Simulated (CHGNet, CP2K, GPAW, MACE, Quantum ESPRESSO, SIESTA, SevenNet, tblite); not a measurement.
**W(110)/C(100) interface (96 atoms) in other programs, against a plane-wave reference**

Wanted: errors and costs of other methods on W(110)/C(100) interface (96 atoms). A plane-wave run serves as the reference.

Main program and level: Quantum ESPRESSO 7.5; Kohn-Sham DFT, PBE, SSSP efficiency 1.3.0 pseudopotentials, plane waves.

## 1. The structure

The cell holds 96 atoms: 24 W and 72 C. Its edges and angles: a = 7.976 Å, b = 7.567 Å, c = 24.830 Å, α = 90.0°, β = 90.0°, γ = 108.4°. Bcc W(110), 3 repeat layers, 8 surface cells, strained +2.88 and -2.40 %; diamond-structure C(100), 4 layers, 9 cells, +0.00 and -0.00 %; outer planes 2.12 Å apart, 12 Å of vacuum above; not relaxed, displaced by a Gaussian of 0.02 Å. Then every atom was moved at random, 0.05 Å r.m.s. a Cartesian component. Regions: W, 24 atoms (24 W); C, 72 atoms (72 C). Vacuum lies along c.

## 2. The reference run

pw.in reads:

```
&control
  calculation = 'scf'
  pseudo_dir = './pseudo'
  outdir = './tmp'
  disk_io = 'none'
  tprnfor = .true.
/
&system
  ibrav = 0
  nat = 96
  ntyp = 2
  ecutwfc = 45
  ecutrho = 360
  nosym = .true.
  occupations = 'smearing'
  smearing = 'fd'
  degauss = 0.003675
/
&electrons
  conv_thr = 4.8e-07
  electron_maxstep = 100
  mixing_beta = 0.2
  mixing_mode = 'local-TF'
  diagonalization = 'david'
/
ATOMIC_SPECIES
W 183.840 W.upf
C 12.011 C.upf
CELL_PARAMETERS angstrom
7.97610 0.00000 0.00000
-2.39279 7.17840 0.00000
0.00000 0.00000 24.82973
ATOMIC_POSITIONS crystal
W 0.24492 0.75424 0.24148
W 0.37480 0.62153 0.32949
W 0.24756 0.74602 0.42185
W 0.61816 0.86194 0.24027
W 0.73900 0.74354 0.33092
W 0.63691 0.88728 0.41945
W 0.11906 0.36641 0.24136
W 0.25103 0.25468 0.33379
W 0.13220 0.37888 0.42476
W 0.50447 0.50731 0.23871
W 0.61245 0.36624 0.32682
W 0.48589 0.50990 0.42215
[... 80 atom lines left out ...]
C 0.53860 0.32037 0.64949
C 0.38260 0.61099 0.68670
C 0.38320 0.43251 0.72012
C 0.54665 0.49174 0.75864
K_POINTS gamma
```

Run with:

```sh
OMP_NUM_THREADS=1 mpirun -np 4 pw.x -in pw.in > output.txt
```

The log of the run:

```text
Program PWSCF
     gamma-point specific algorithms are used
     one sub-group per band group will be used
     scalapack distributed-memory algorithm (size of sub-group:  2*  2 procs)
     Parallelization info
     sticks:   dense  smooth     PW     G-vecs:    dense   smooth      PW
     Min        1464     731    182               276660    97819   12214
     Max        1465     734    184               276667    97834   12228
     Sum        5857    2929    733              1106655   391293   48889
     bravais-lattice index     =            0
     lattice parameter (alat)  =      15.0726  a.u.
     unit-cell volume          =    9593.7157 (a.u.)^3
     number of atoms/cell      =           96
     number of atomic types    =            2
     number of electrons       =       624.00
[... lines left out ...]
     scf convergence threshold =      4.8E-07
[... lines left out ...]
     number of k points=     1  Fermi-Dirac smearing, width (Ry)=  0.0037
[... lines left out ...]
     total energy              =   -5151.42373933 Ry
[... lines left out ...]
     total energy              =   -5138.66656209 Ry
[... lines left out ...]
     total energy              =   -5141.91862687 Ry
[... lines left out ...]
     total energy              =   -5141.29144973 Ry
[... lines left out ...]
     total energy              =   -5141.29145005 Ry
     estimated scf accuracy    <       0.00000080 Ry
     iteration # 44     ecut=    45.00 Ry     beta= 0.20
     negative rho (up, down):  1.609E+00 0.000E+00
     End of self-consistent calculation
          k = 0.0000 0.0000 0.0000 ( 24445 PWs)   bands (ev):
   -66.9678 -66.9351 -66.9131 -66.8824 -66.7271 -66.6909 -66.6881 -66.6449
   -66.6124 -66.5963 -66.5918 -66.5804 -66.5759 -66.5620 -66.5209 -66.4973
   -66.4533 -66.4264 -66.4026 -66.3840 -66.3729 -66.3415 -66.3332 -66.2933
[...]
10.0115  10.0801  10.2260  10.2553  10.2692  10.3411  10.4180  10.4951
    10.5254  10.6276  10.6607  10.7519  10.7871  10.8409  10.8705  10.8891
    10.9361  10.9426  11.0065  11.0929  11.1092  11.1455
     the Fermi energy is     7.5338 ev
!    total energy              =   -5141.29145002 Ry
     estimated scf accuracy    <       0.00000025 Ry
     smearing contrib. (-TS)   =      -0.01691844 Ry
     internal energy E=F+TS    =   -5141.27453158 Ry
     The total energy is F=E-TS. E is the sum of the following terms:
     one-electron contribution =  -32426.88855914 Ry
     hartree contribution      =   16390.19814949 Ry
     xc contribution           =   -1320.11478705 Ry
     ewald contribution        =   12659.44879185 Ry
     one-center paw contrib.   =    -443.91812673 Ry
     convergence has been achieved in  44 iterations
     negative rho (up, down):  1.609E+00 0.000E+00
     Forces acting on atoms (cartesian axes, Ry/au):
     atom    1 type  1   force =     0.01691743   -0.02479234    0.04356460
     atom    2 type  1   force =    -0.01530710    0.05409700   -0.03597463
     atom    3 type  1   force =    -0.02132635    0.04921328    0.08740714
[...]
atom   95 type  2   force =    -0.00653544    0.09663041    0.12967432
     atom   96 type  2   force =     0.01992720    0.02072393   -0.08132140
     Total force =     1.562655     Total SCF correction =     0.001354
     Message from routine punch:
     Nothing written, as per user request (disk_io='none')
```

The job ended after 9.1 min (4 MPI ranks of Arm Neoverse V1, shared host; peak memory 4.9 GiB; 37 min of CPU time).

Banners, paths, timers and routine set-up lines are dropped from the logs unmarked, and long logs keep their key lines alone; longer cuts are marked.

Numbers from this run:

| Property | Result |
| --- | --- |
| r.m.s. force component | 2.367 eV/Å |
| longest force | 9.886 eV/Å |

## 3. The ladder

The programs:
- CHGNet: machine-learned potential, published weights.
- CP2K 2026.2: Gaussian basis with GTH pseudopotentials and a plane-wave density; labels give functional, basis (MOLOPT sets; SR short-range, UZH the newer set with its own potentials), grid cutoff/relative cutoff and solver (OT: orbital transformation; TRS4, TC2, SIGN: linear-scaling purification with its sparsity filter), or its built-in tight binding.
- GPAW 26.7.0: PAW with atomic orbitals (LCAO), plane waves or a real-space grid of spacing h.
- MACE: machine-learned potential, published weights.
- SIESTA 5.4.2: numerical atomic orbitals, whose automatically made sets are far from complete, with PseudoDojo norm-conserving potentials that we converted to its format (checked against plane waves on the same files for H, C, O, Si, Ge and Ca alone); labels give functional, basis size, energy shift and mesh cutoff.
- SevenNet: machine-learned potential, published weights.
- tblite 0.8.0: extended tight binding, driven from Python.

All use the same cell and atoms; the electronic-structure runs use the same k-mesh, and an electronic temperature of 580 K (0.05 eV) where levels are smeared.

Differences are against the plane-wave reference, forces as r.m.s. over components; share is that over the reference's r.m.s. force, slope the least-squares factor from reference forces to these. Total energies of different programs have different zeros and aren't compared.

```tsv
run	Δ force, r.m.s. (meV/Å)	share (%)	slope	cores	CPU time	memory (GiB)
reference	-	-	-	4	37 min	4.9
CHGNet r2SCAN potential	676	28.5	0.795	1	6.8 s	3.6
CP2K PBE, DZVP-MOLOPT-SR, 210/50 Ry, diagonalisation (coarse)	55.0	2.32	1.014	2	19 min	1.5
CP2K PBE, DZVP-MOLOPT-SR, 300/50 Ry, diagonalisation (coarse)	53.3	2.25	1.015	4	21 min	3.6
CP2K PBE, DZVP-MOLOPT-SR, 600/50 Ry, diagonalisation	52.7	2.23	1.015	4	24 min	6.5
CP2K PBE, SZV-MOLOPT-SR, 600/50 Ry, diagonalisation (coarse)	755	31.9	1.287	2	13 min	4.4
CP2K revPBE, PBE potentials, DZVP-MOLOPT-SR, 600/50 Ry, diagonalisation	47.0	1.99	1.015	4	24 min	6.6
GPAW PBE, LCAO dzp, h 0.2 Å	167	7.07	1.045	1	14 min	1.5
GPAW PBE, plane waves 550 eV	11.4	0.481	1.001	1	15 min	1.5
GPAW revPBE, LCAO dzp, h 0.2 Å	208	8.77	1.050	1	15 min	1.5
MACE MPA-0 medium potential	613	25.9	0.790	1	11 s	1.3
SIESTA PBE, DZP, shift 0.01 Ry, mesh 300 Ry	222	9.40	1.064	2	9.4 min	1.5
SIESTA PBE, SZP, shift 0.01 Ry, mesh 300 Ry (coarse)	629	26.6	1.131	2	6.2 min	1.3
SIESTA PBE, TZP, shift 0.01 Ry, mesh 300 Ry	185	7.82	1.047	4	15 min	2.5
SIESTA optB88-vdW, PBE potentials, DZP, shift 0.01 Ry, mesh 300 Ry	262	11.1	1.063	4	22 min	2.8
SevenNet l3i5 potential	759	32.1	0.957	1	15 s	2.2
tblite GFN1-xTB	829	35.0	1.062	1	5.5 s	0.13
```

Rows marked coarse were listed beforehand as settings not expected to be converged; some can still land near the reference.

Times of the machine-learned potentials are mostly Python's start and the loading of weights.

CPU time is summed over cores on a shared host, where runs went side by side, so it is rough. Symmetry, cutoffs, thresholds, outputs and thread counts weren't matched or tuned between programs; memory under MPI is the largest rank's times the ranks.

Runs without a result: GPAW PBE, LCAO sz(dzp), h 0.2 Å (cut off at its time limit of 4.5 min).

Mean charges by element (e), by run and scheme:

```tsv
run	scheme	W	C
CP2K PBE, DZVP-MOLOPT-SR, 600/50 Ry, diagonalisation	Mulliken	0.00	0.00
CP2K PBE, DZVP-MOLOPT-SR, 600/50 Ry, diagonalisation	Hirshfeld	+0.03	-0.01
CP2K revPBE, PBE potentials, DZVP-MOLOPT-SR, 600/50 Ry, diagonalisation	Mulliken	0.00	0.00
CP2K revPBE, PBE potentials, DZVP-MOLOPT-SR, 600/50 Ry, diagonalisation	Hirshfeld	+0.03	-0.01
SIESTA PBE, DZP, shift 0.01 Ry, mesh 300 Ry	Hirshfeld	+0.04	-0.01
SIESTA PBE, TZP, shift 0.01 Ry, mesh 300 Ry	Hirshfeld	+0.04	-0.01
SIESTA optB88-vdW, PBE potentials, DZP, shift 0.01 Ry, mesh 300 Ry	Hirshfeld	+0.04	-0.01
tblite GFN1-xTB	Mulliken	+0.03	-0.01
```

Within one program, basis, potentials and functional, energies share a zero. Each run against its twin at the usual cutoff or grid and solver:

```tsv
run	twin	Δ energy (meV/atom)	Δ force, r.m.s. (meV/Å)	CPU time over the twin's
CP2K PBE, DZVP-MOLOPT-SR, 210/50 Ry, diagonalisation	DZVP-MOLOPT-SR, 600/50 Ry, diagonalisation	-0.0629	23.4	0.78 (this twin ran on 4 cores)
CP2K PBE, DZVP-MOLOPT-SR, 300/50 Ry, diagonalisation	DZVP-MOLOPT-SR, 600/50 Ry, diagonalisation	0.0024	5.62	0.88
```

## 4. Results

| Quantity | Value |
| --- | --- |
| reference r.m.s. force component | 2.37 eV/Å |
| nearest in forces | GPAW PBE, plane waves 550 eV, 0.48 % |
| farthest in forces | tblite GFN1-xTB, 35 % |
| cheapest electronic-structure run beside the reference | tblite GFN1-xTB, 5.5 s of CPU time |

In words: PBE on plane waves or a grid with other potentials, cutoffs or grids, coarse settings apart, differs from the reference by 0.48 % (GPAW PBE, plane waves 550 eV) of the r.m.s. force; this holds the reference's own error, so differences of a few per cent don't tell which side is nearer the exact PBE result. The PBE runs in local orbitals, coarse settings apart, differ by 2.2 % (CP2K PBE, DZVP-MOLOPT-SR, 600/50 Ry, diagonalisation) to 9.4 % (SIESTA PBE, DZP, shift 0.01 Ry, mesh 300 Ry); basis, grid and potentials can all enter. Tight binding differs by 35 % (tblite GFN1-xTB); it is another model, with fitted parameters of its own, and the xTB methods hold dispersion. Machine-learned potentials differ by 26 % (MACE MPA-0 medium potential) to 32 % (SevenNet l3i5 potential); they were trained on other programs' data, some at another functional. Among those trained on PBE data the slope goes as low as 0.79, which softening far from their training structures can give, though the reference's k-sampling is untested too. Rows with another functional or a dispersion term differ by 2.0 % (CP2K revPBE, PBE potentials, DZVP-MOLOPT-SR, 600/50 Ry, diagonalisation) to 11 % (SIESTA optB88-vdW, PBE potentials, DZP, shift 0.01 Ry, mesh 300 Ry), which mixes the change of model with differences of basis and potentials, some of them made for another functional. Runs with settings chosen to be coarse differ by 2.2 % (CP2K PBE, DZVP-MOLOPT-SR, 300/50 Ry, diagonalisation) to 32 % (CP2K PBE, SZV-MOLOPT-SR, 600/50 Ry, diagonalisation), their programs' other errors included. Of the electronic-structure runs that take under half the reference's CPU time, GPAW PBE, plane waves 550 eV comes nearest, at 0.48 % in 15 min against 37 min. CP2K PBE, SZV-MOLOPT-SR, 600/50 Ry, diagonalisation stiffens the forces by a factor of 1.29 while following their directions (correlation 0.994); the slopes of the 5 CP2K runs lie between 1.01 and 1.29. Charges hang on model, scheme and program or settings: among these rows the mean for W runs from -0.00 to +0.04 e. In the reference: levels near the Fermi energy are neither full nor empty under the smearing, so no gap is quoted. Periodic xTB results under one method name differ between programs and library versions. Machine-learned potentials mimic data converged in k, so the reference's own k-point error enters their differences. The host structure and its lattice constant were typed by rule, without a check against the phase diagram. The electronic-structure runs sample only Γ, in a cell whose shortest periodic width is 7 Å, which is coarse for a cell with partly filled levels. Spin–orbit coupling is left out, which matters for the levels of the heavy elements.

[Also dropped from logs without a mark: logging warnings of Python, and SIESTA's first energy breakdown and zero terms.]

[Logs are printed without paths, hosts, clocks, repeated set-up lines and the standing remarks that a program may print on its own settings, such as how far it seeks lower states.]

[Hosts, paths, dates, database ids (printed as entryN), source tags and the programs' standing remarks are cut or masked in the printed files.]
